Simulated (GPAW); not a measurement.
```cif
data_bias
_symmetry_space_group_name_H-M 'P 1'
_symmetry_Int_Tables_number 1
_cell_length_a 3.8825
_cell_length_b 3.8825
_cell_length_c 12.5000
_cell_angle_alpha 90.000
_cell_angle_beta 90.000
_cell_angle_gamma 120.000
_cell_volume 163.18
loop_
_atom_site_label
_atom_site_type_symbol
_atom_site_fract_x
_atom_site_fract_y
_atom_site_fract_z
_atom_site_occupancy
As1 As 0.33333 0.66667 0.43820 1
Bi2 Bi 0.66667 0.33333 0.56180 1
_calc_subject 'BiAs (buckled honeycomb monolayer): G0W0 with GPAW, start to end'
_calc_method 'DFT, LDA, plane waves, PAW (and 1 further level or step)'
_calc_program 'GPAW 26.7.0'
_calc_settings 'cutoff 450 eV, GPAW PAW setups 1.2.1 data release, 6×6×1 k-mesh, nbands 275'
_calc_notes 'The structure was relaxed with LDA. Limits: no spin-orbit coupling.'
_calc_lda_gap '1.14 eV, indirect (only 21 meV under the direct gap)'
_calc_g0w0_gap_on_the_mesh '2.03 eV'
_calc_g0w0_gap_over_the_zone_rigid_shift '2.01 eV'
_calc_gw_settings '6×6×1 mesh, 123 bands, screening to 48 eV, full frequency, Hilbert transform'
_calc_known_limits 'short of the basis limit; no spin-orbit coupling'
```

[Long decimals in the printed logs are rounded to 6 places.]

[Logs are printed without paths, hosts, clocks, repeated set-up lines and the standing remarks that a program may print on its own settings, such as how far it seeks lower states.]

[Paths, hosts, dates, memory and timing lines, banners, echoed tables and standing remarks are left out of the program output; an Ansatz launch command may be rebuilt from the run's recorded settings. Measured values are a selection of at most five: reports struck by readers or far from the other reports are left out. None is set beside runs whose start may be inverted or whose files or cutoffs have a known fault.]

[Runs of the session that timed out or met a known fault of the program may be left out.]

[Hosts, paths, dates, database ids (printed as entryN), source tags and the programs' standing remarks are cut or masked in the printed files.]

[Where the starting crystal was built by hand or by swapping elements, it need not be the compound's stable phase.]
